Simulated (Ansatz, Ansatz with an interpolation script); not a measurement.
## G0W0 band structure of TiO2 (Rutile)

Wanted: quasiparticle gap and band widths of TiO2 (Rutile) over the whole zone.

Main program and level: Ansatz 0.2.0; LDA, Wannier functions and G0W0, plane waves, PAW.

**What was measured.**

- Gap 3.05 eV: band gap; bulk crystal (literature experimental value) (quoted in “Hydrogen related defects in titanium dioxide at the interface to palladium”, 2021, arxiv:2112.05953).

- Gap 3.28 eV: optical bandgap after anatase to rutile transformation; spectroscopic ellipsometry; film (polycrystalline sol-gel film on Si(100), annealed at high temperature below 800 °C) (“Photocatalytic Performance of Sol-Gel Prepared TiO2 Thin Films Annealed at Various Temperatures”, 2023, pmc:10419699).

- Gap 3.09 ± 0.06 eV: optical gap from Tauc plot assuming indirect allowed transition; UV/vis diffuse reflectance, Kubelka-Munk and Tauc analysis; film (30 nm ALD shell on quartz particles, grown at 200 C, annealed in air at 500 C; rutile-rich with some anatase) on SiO2 (quartz particles) (“Defect-Mediated Crystallization of the Particulate TiO2 Photocatalyst Grown by Atomic Layer Deposition”, 2024, pmc:11726664).

- Gap 3.03 eV: experimental band gap, quoted; bulk crystal (quoted in “Polaron-induced phonon localization and stiffening in rutile TiO2”, 2016, arxiv:1612.05679).

## (1) Set-up

Symmetry: P4_2/mnm, No. 136, tetragonal system. Conventional cell: a = 4.592 Å, b = 4.592 Å, c = 2.957 Å, α = 90.00°, β = 90.00°, γ = 90.00°. Nearest to Ti lie 6 O at 1.95 to 1.98 Å. O has 3 Ti at 1.95 to 1.98 Å nearest. Farther neighbours and most contacts between anions are not listed.

The cell and positions come from the Crystallography Open Database and are kept as given unless a step says otherwise.

## (2) LDA bands

Levels along a band path, at the cheap level, show where the edges lie and whether the meshes to come will hold them.

This step: DFT, LDA, plane waves, PAW; PAW set soft_1.

Input file input.yaml:

```yaml
crystal:
  lattice:
    - [4.5922, 0.0, 0.0]
    - [0.0, 4.5922, 0.0]
    - [0.0, 0.0, 2.9574]
  atoms:
    - { symbol: Ti, position: [0.0, 0.0, 0.0] }
    - { symbol: Ti, position: [0.5, 0.5, 0.5] }
    - { symbol: O, position: [0.30496, 0.30496, 0.0] }
    - { symbol: O, position: [0.19504, 0.80496, 0.5] }
    - { symbol: O, position: [0.69504, 0.69504, 0.0] }
    - { symbol: O, position: [0.80496, 0.19504, 0.5] }
kpoints:
  mp_grid: { grid: [4, 4, 6] }
  band_path:
    path:
      - [[0.0, 0.0, 0.0], [0.0, 0.5, 0.0], [0.5, 0.5, 0.0], [0.0, 0.0, 0.0], [0.0, 0.0, 0.5], [0.0, 0.5, 0.5], [0.5, 0.5, 0.5], [0.0, 0.0, 0.5]]
      - [[0.0, 0.5, 0.0], [0.0, 0.5, 0.5]]
      - [[0.5, 0.5, 0.0], [0.5, 0.5, 0.5]]
    npoints: 10
hamiltonian:
  xc: lda
  pseudopotentials: { kind: paw, azcp: { folder: soft_1 }, xc_functional: pbe }
scf:
  occupations: { method: fermi_dirac, width: 0.02 }
  n_extra_bands: 33
output:
  eigenvalues: true
  fatbands: true
  write_density: true
  write_potential: true
  elf: true
  volumetric_format: npy
```

Command:

```sh
$ ansatz run input.yaml --threads 3 --pin off --max-ram 92160MiB --backend cuda --events-out ev --progress --plain --runs-dir out --devices 1 --max-vram 13GiB
```

Numbers of over 12 decimals in the logs are rounded to 6 here.

Log:

```text
scf.n_extra_bands = 33 over 24 filled bands (N_el = 48.0): the run solves 57 bands
GPUs: using 1 of 1 available (devices: 1).
Engine: ansatz 0.2.0, x86_64-unknown-linux-gnu
Pseudopotentials: kind: paw
Pseudopotential: Ti, paw, valence charge 12, recommended cutoff 420 eV (normal), soft_1/Ti.paw.azcp
Pseudopotential: O, paw, valence charge 6, recommended cutoff 420 eV (normal), soft_1/O.paw.azcp
Functional definition: SPW92
  exchange = slater_x
  correlation = pw_c
device memory: the entry about to start is reckoned to put 1.6 GiB on a device that reports 46.8 GiB free (of which the cap on the GPU budget leaves the run 13.0 GiB)
GPU FFT provider: cuFFT
GPU libraries: cuBLAS 13.8.2, cuFFT 12.4.0, cuSOLVER 12.3.4
Crystal: 6 atoms, lattice volume = 62.367 Å³
Basis set: ecut = 420 eV, 1217 PW (Γ)
Bands: 57, of which v1, the nominal top of the filled ones, is band 24 counted from 1 (23 counted from 0)
Symmetry: 16 space group operations
Space group: P42/mnm (ITA 136), of the structure as read, at distance tolerance 4.0e-5 Å
k-points: 24 of 96
Non-local potential: Ti, projectors of the file, l = 0: 3, l = 1: 2, l = 2: 3, l = 3: 1
Non-local potential: O, projectors of the file, l = 0: 2, l = 1: 2, l = 2: 1
PAW form: soft (Blöchl's): semilocal exchange-correlation on the pseudo side does not see the compensation charge
PAW frozen core: Ti, regenerated for the run's functional, and the local potential with it (the file was generated under x = pbe(κ = 0.804, μ = 0.219515), c = pbe(β = 0.066725))
PAW frozen core: O, regenerated for the run's functional, and the local potential with it (the file was generated under x = pbe(κ = 0.804, μ = 0.219515), c = pbe(β = 0.066725))
PAW one-centre angular grid: Ti, 590 points (default); XC on 64 Gauss nodes
PAW one-centre angular grid: O, 110 points (default); XC on 64 Gauss nodes
Initial density: superposition of atomic densities (chi_scale 0.1, normalization cell, long waves kept (reshape's long-wave potential 0.00 eV rms))
Initial wavefunctions: pseudopotential atomic-orbital guess
GPU buffer pool allocated for 20480 grid points (all kernels)
GPU transforms: local potential and band sums: pruned to the plane-wave sphere, on 32×32×20
Functional: x = slater, c = lda
SCF iter   1: F=—  HF=-7130.626041 eV  |F-HF|=—  |Δ(HF+E_count)|=         —  Δρ=5.38e-2  dr2=1.67e0  ethr=3.10e-3  ⟨swp⟩=4.2  Hψ=5221  notcnv=0  defer=248
preconditioner: auto → Resta (q_TF=auto, 2.612 Å⁻¹)  ε∞=2.4  [insulator: Δε(μ)=1.909 eV  Ē_g=22.652 eV  σ=0.020 eV  W_gap=1.00  n_scr=18 (ndim 8)  ℏωp=26.6 eV  f_vac=0.000  D(μ)=0.00/eV (n_scr^D=0)  ε∞_Penn≈2.4]
SCF iter   2: F=—  HF=-7130.456812 eV  |F-HF|=—  |Δ(HF+E_count)|=   1.69e-1  Δρ=3.13e-2  dr2=5.83e-1  ethr=3.10e-3  ⟨swp⟩=2.0  Hψ=1824  notcnv=0  defer=483
SCF iter   3: F=—  HF=-7130.365820 eV  |F-HF|=—  |Δ(HF+E_count)|=   9.10e-2  Δρ=2.80e-3  dr2=4.40e-3  ethr=1.21e-3  ⟨swp⟩=2.0  Hψ=1493  notcnv=0  defer=552
SCF iter   4: F=—  HF=-7130.365742 eV  |F-HF|=—  |Δ(HF+E_count)|=   7.86e-5  Δρ=4.40e-4  dr2=7.71e-5  ethr=9.17e-6  ⟨swp⟩=2.0  Hψ=1824  notcnv=0  defer=552
SCF iter   5: F=—  HF=-7130.365990 eV  |F-HF|=—  |Δ(HF+E_count)|=   2.48e-4  Δρ=8.98e-5  dr2=5.92e-6  ethr=1.61e-7  ⟨swp⟩=2.5  Hψ=1419  notcnv=0  defer=552
SCF iter   6: F=—  HF=-7130.365990 eV  |F-HF|=—  |Δ(HF+E_count)|=   6.73e-7  Δρ=1.36e-5  dr2=1.15e-7  ethr=1.23e-8  ⟨swp⟩=2.7  Hψ=1217  notcnv=0  defer=552
SCF iter   7: F=-7130.365990 eV  HF=-7130.365990 eV  |F-HF|=1.52e-10  |Δ(HF+E_count)|=   1.12e-8  Δρ=1.57e-6  dr2=7.80e-10  ethr=2.08e-10  ⟨swp⟩=10.2  Hψ=7270  notcnv=0
SCF 1 converged in 7 iterations: F = -7130.365990 eV  dr2 = 7.80e-10
[...]
device memory: the entry about to start is reckoned to put 1.5 GiB on a device that reports 45.9 GiB free (of which the cap on the GPU budget leaves the run 13.0 GiB)
NSCF: frozen V_eff on 93 k-points
SCF converged after 7 iterations
Free energy (F): -7130.365990 eV
Harris-Foulkes:  -7130.365990 eV  (|F-HF|=1.52e-10)
Internal energy: -7130.365990 eV  (E = F + TS)
E sigma→0 (E₀):  -7130.365990 eV
Fermi energy:    9.594886 eV
--- Per-component energies (eV) ---
  E_band       = -404.332798
  E_kinetic    = 1225.266300
  E_local      = -3197.199863  (includes V_loc(G=0)·N_el)
  E_nonlocal   = 339.257380
  E_hartree    = 1199.735367
  E_xc         = -512.519743
  E_vxc        = -653.011406  (∫ρ·V_xc dr)
  E_paw        = -2588.853183  (= ΣΔE_a)
  E_vpaw       = -518.119194  (= ΣTr[D̂ρ^β])
  E_aug_tail   = 0.002990  (compensation charges beyond the density's cutoff)
  E_ewald      = -3597.094824
  E_core_change = 1.039587  (= ΣΔE_core)
  E_smearing   = -0.000000  (= −TS)
  E_closure    = 0.000000  (closes the sum)
  Σ components = -7130.365990   (vs F -7130.365990, Δ=0.00e0)
--- Band table (eV; the first three rows and the last of 24) ---
  k-point 0: bands = [... 20 lower, 8.0072, 8.2588, 8.2588, 8.6961, 10.5122, 10.8013, 11.0578, 11.1491, ... 29 higher]
  k-point 1: bands = [... 20 lower, 6.9902, 7.7220, 7.7220, 8.5349, 10.9018, 11.0375, 11.0974, 11.4957, ... 29 higher]
  k-point 2: bands = [... 20 lower, 6.6461, 7.1141, 7.1141, 7.6880, 10.9988, 11.3771, 11.8063, 12.0932, ... 29 higher]
  k-point 23: bands = [... 20 lower, 7.3989, 7.3989, 8.0241, 8.0241, 11.2422, 11.2422, 11.8668, 11.8668, ... 29 higher]
```

Run time: 26 s. Hardware: 1 × NVIDIA H100 80GB HBM3 (shared by 6 runs) with 3 threads of AMD EPYC 7R13 (Zen 3), shared host; peak memory 0.93 GiB.

This step gave:

- filled bands: 24
- gap: 1.816 eV
- valence top at: Γ
- conduction bottom at: Γ
- least direct gap: 1.816 eV

The gap is direct, at Γ.

ELF in the ab plane at fractional z = 0.000, with atoms of Ti and O within 0.2 Å of it. It is the smooth field of the valence electrons, not physical close to the nuclei.

Ten even steps from '_' (0.02) to '@' (0.80), each cell a mean:
```
%%%%++__________--==::::##@@
%%**::________--##@@%%====##
::..________::##@@@@@@@@==::
____________--%%@@****@@%%::
____________--%%@@****@@@@==
______........++@@@@@@@@##--
____--**##++::::++%%%%##--__
__--##@@@@@@**::..----::____
..**@@@@##%%@@++..__________
..++@@%%==##@@##..__________
__--%%@@%%@@@@**..__________
**==--%%@@@@##--________::++
@@%%==--++**--________..**%%
##@@**__....__________::%%%%
```
Columns run along a (4.6 Å), rows up along b (4.6 Å). Atoms in or near the plane, at fractional coordinates: Ti at (0.00, 0.00), O at (0.30, 0.30), O at (0.70, 0.70).

Valence density in the ab plane at fractional z = 0.000, with atoms of Ti and O within 0.2 Å of it. It is the smooth field of the valence electrons, not physical close to the nuclei.

Ten even steps from '0' (0 e/Å³) to '9' (11 e/Å³), each cell a mean:
```
84100000000026
31000000000012
00000000122100
00000000256200
00000000255200
00000000122100
00000000000000
00001100000000
00034310000000
00146410000000
00024300000000
11001000000001
63100000000014
96100000000038
```
Columns run along a (4.6 Å), rows up along b (4.6 Å). Atoms in or near the plane, at fractional coordinates: Ti at (0.00, 0.00), O at (0.30, 0.30), O at (0.70, 0.70).

## (3) Wannier functions (O:2p Ti:3d) on 8×8×12

Localised functions give a small Hamiltonian that interpolates between mesh points at no cost.

This step: maximally localised Wannier functions, LDA, plane waves, PAW; PAW set soft_1.

input.yaml, the sections that differ from step 2:

```yaml
kpoints:
  mp_grid: { grid: [4, 4, 6] }
scf:
  occupations: { method: fixed }
  n_extra_bands: 33
output:
  wannier:
    kmesh: [8, 8, 12]
    projections: [{ species: O, l: p, shell: 2 }, { species: Ti, l: d, shell: 3 }]
    minimise: true
    write_hr: true
    seedname: w
    conv_tol: 1.0e-06
    max_iter: 20000
    stability_check: false
    disentanglement:
      window: [2.71, 17.3]
      frozen_window: [2.71, 13.51]
      conv_tol: 1.0e-08
# crystal, hamiltonian: as in step 2
```

Log:

```text
[...]
GPUs: using 1 of 1 available (devices: 1).
[...]
GPU FFT provider: cuFFT
GPU libraries: cuBLAS 13.8.2, cuFFT 12.4.0, cuSOLVER 12.3.4
Crystal: 6 atoms, lattice volume = 62.367 Å³
Basis set: ecut = 420 eV, 1217 PW (Γ)
Bands: 57, of which v1, the nominal top of the filled ones, is band 24 counted from 1 (23 counted from 0)
Symmetry: 16 space group operations
[...]
k-points: 24 of 96
[...]
GPU buffer pool allocated for 20480 grid points (all kernels)
[...]
SCF iter   1: F=—  HF=-7130.626040 eV  |F-HF|=—  |Δ(HF+E_count)|=         —  Δρ=5.38e-2  dr2=1.67e0  ethr=3.10e-3  ⟨swp⟩=4.0  Hψ=4306  notcnv=0  defer=659
[...]
SCF iter   8: F=-7130.365990 eV  HF=-7130.365990 eV  |F-HF|=2.52e-9  |Δ(HF+E_count)|=   2.02e-8  Δρ=3.29e-6  dr2=5.20e-9  ethr=2.08e-10  ⟨swp⟩=11.0  Hψ=8236  notcnv=0
SCF 1 converged in 8 iterations: F = -7130.365990 eV  dr2 = 5.20e-9
[...]
NSCF: frozen V_eff on 24 k-points, pencils in batches of 32, up to order 228
the band table was solved once the SCF had ended and its energy, with any forces and stress, was formed, with the checks that follow a solve (4840 applications of the Hamiltonian). They found nothing against the state; the energy, forces and stress were not computed again (output.eigenvalues in the input reference)
[...]
NSCF: frozen V_eff on 109 k-points
the Wannier pass solved 109 of the 768 points of its mesh, and has the states at the others by symmetry: states obtained by the crystal's operations at points that were solved too leave a residual of 1.90e-13 eV (read by the count's bands and the next), within 6.67e-6 eV
SCF converged after 8 iterations
Free energy (F): -7130.365990 eV
[...]
Internal energy: -7130.365990 eV  (E = F + TS)
E sigma→0 (E₀):  -7130.365990 eV
Fermi energy:    8.696091 eV
[...]
--- Band table (eV; the first three rows and the last of 24) ---
  k-point 0: bands = [... 20 lower, 8.0072, 8.2588, 8.2588, 8.6961, 10.5123, 10.8013, 11.0578, 11.1491, ... 29 higher]
  k-point 1: bands = [... 20 lower, 6.9902, 7.7220, 7.7220, 8.5349, 10.9018, 11.0375, 11.0974, 11.4957, ... 29 higher]
  k-point 2: bands = [... 20 lower, 6.6461, 7.1141, 7.1141, 7.6880, 10.9988, 11.3771, 11.8063, 12.0932, ... 29 higher]
  k-point 23: bands = [... 20 lower, 7.3989, 7.3989, 8.0241, 8.0241, 11.2423, 11.2423, 11.8668, 11.8668, ... 29 higher]
Wannier search: line search 1 of at most 20000: gauge-dependent spread (as the search counts it) 0.4738912 Å², largest recent change 1.9e-1 Å² against conv_tol 1.0e-6 Å², 0 stops escaped
```

It took 33 s on 1 × NVIDIA H100 80GB HBM3 (shared by 6 runs) with 3 threads; peak memory 1.2 GiB; 41 s of CPU time.

This step gave:

```
gauge-invariant spread     : 15.81 Å²
diagonal spread            : 4.81e-4 Å²
off-diagonal spread        : 0.2748 Å²
total spread               : 16.09 Å²
least projectability       : 0.5634
localisation steps         : 52
disentanglement steps      : 27
r.m.s. interpolation error : 5.08e-5 eV
r.m.s. error near the gap  : 4.36e-5 eV
```

Near the gap the model misses directly solved bands by 0.0 meV r.m.s. and by 0 meV at most in the window tested. This tests the starting bands, not the corrections carried with them.

Wannier functions, by row:

```tsv
function	x (Å)	y (Å)	z (Å)	spread (Å²)	nearest atom	distance (Å)
1	1.401	1.401	0	0.734	O3	0.001
2	1.391	1.403	0	0.712	O3	0.01
3	1.403	1.391	0	0.712	O3	0.01
4	0.895	3.697	1.479	0.734	O4	0.001
5	0.905	3.699	1.479	0.712	O4	0.01
6	0.893	3.687	1.479	0.712	O4	0.01
7	3.191	3.191	0	0.734	O5	0.001
8	3.201	3.189	0	0.712	O5	0.01
9	3.189	3.201	0	0.712	O5	0.01
10	3.697	0.895	1.479	0.734	O6	0.001
11	3.687	0.893	1.479	0.712	O6	0.01
12	3.699	0.905	1.479	0.712	O6	0.01
13	0	0	0	0.747	Ti1	0
14	0	0	0	0.762	Ti1	0
15	0	0	0	0.762	Ti1	0
16	0	0	0	0.733	Ti1	0
17	0	0	0	0.723	Ti1	0
18	2.296	2.296	1.479	0.747	Ti2	0
19	2.296	2.296	1.479	0.762	Ti2	0
20	2.296	2.296	1.479	0.762	Ti2	0
21	2.296	2.296	1.479	0.733	Ti2	0
22	2.296	2.296	1.479	0.723	Ti2	0
```

Frozen up to 4.82 eV; above it the model need not follow the bands. The electronic bands at the labelled points (eV, zero at the valence-band top):

```tsv
point	band 21	band 22	band 23	band 24	band 25	band 26	band 27	band 28
Γ	-0.69	-0.44	-0.44	0.00	1.82	2.11	2.36	2.45
halfway	-1.44	-1.06	-0.82	-0.23	2.12	2.43	2.68	2.76
X	-1.65	-1.65	-0.75	-0.75	2.49	2.49	2.98	2.98
halfway	-1.48	-1.48	-1.10	-1.10	2.23	2.23	2.73	2.73
M	-1.30	-1.30	-1.06	-1.06	1.86	1.86	2.48	2.48
halfway	-1.76	-1.13	-1.13	-0.40	1.89	2.46	2.53	2.99
Γ	-0.69	-0.44	-0.44	0.00	1.82	2.11	2.36	2.45
halfway	-1.79	-1.49	-1.49	-0.48	2.17	2.51	2.80	3.11
Z	-2.43	-2.43	-1.44	-1.44	2.94	2.94	3.12	3.12
halfway	-1.81	-1.81	-1.64	-1.64	2.41	2.41	3.14	3.14
R	-2.08	-2.08	-1.04	-1.04	1.84	1.84	3.15	3.15
halfway	-1.55	-1.55	-0.88	-0.88	2.11	2.11	3.16	3.16
A	-1.30	-1.30	-0.67	-0.67	2.55	2.55	3.17	3.17
halfway	-1.88	-1.58	-1.40	-1.21	2.05	2.74	3.13	3.15
Z	-2.43	-2.43	-1.44	-1.44	2.94	2.94	3.12	3.12
jump to X	-1.65	-1.65	-0.75	-0.75	2.49	2.49	2.98	2.98
halfway	-1.99	-1.99	-0.86	-0.86	2.51	2.51	3.16	3.16
R	-2.08	-2.08	-1.04	-1.04	1.84	1.84	3.15	3.15
jump to M	-1.30	-1.30	-1.06	-1.06	1.86	1.86	2.48	2.48
halfway	-1.82	-1.82	-1.36	-1.36	2.65	2.65	2.84	2.84
A	-1.30	-1.30	-0.67	-0.67	2.55	2.55	3.17	3.17
```

The same for Kohn-Sham, solved directly:

```tsv
point	band 21	band 22	band 23	band 24	band 25	band 26	band 27	band 28
Γ	-0.69	-0.44	-0.44	0.00	1.82	2.11	2.36	2.45
X	-1.65	-1.65	-0.75	-0.75	2.49	2.49	2.98	2.98
M	-1.30	-1.30	-1.06	-1.06	1.86	1.86	2.48	2.48
Γ	-0.69	-0.44	-0.44	0.00	1.82	2.11	2.36	2.45
Z	-2.43	-2.43	-1.44	-1.44	2.94	2.94	3.12	3.12
R	-2.08	-2.08	-1.04	-1.04	1.84	1.84	3.15	3.15
A	-1.30	-1.30	-0.67	-0.67	2.55	2.55	3.17	3.17
Z	-2.43	-2.43	-1.44	-1.44	2.94	2.94	3.12	3.12
X	-1.65	-1.65	-0.75	-0.75	2.49	2.49	2.98	2.98
R	-2.08	-2.08	-1.04	-1.04	1.84	1.84	3.15	3.15
M	-1.30	-1.30	-1.06	-1.06	1.86	1.86	2.48	2.48
A	-1.30	-1.30	-0.67	-0.67	2.55	2.55	3.17	3.17
```

[end of part 1 of 2]

[Paths, hosts, dates, memory and timing lines, banners, echoed tables and standing remarks are left out of the program output.]

[Logs are printed without paths, hosts, clocks, repeated set-up lines and the standing remarks that a program may print on its own settings, such as how far it seeks lower states.]

[Runs of the session that timed out or met a known fault of the program may be left out.]

[Hosts, paths, dates, database ids (printed as entryN), source tags and the programs' standing remarks are cut or masked in the printed files.]
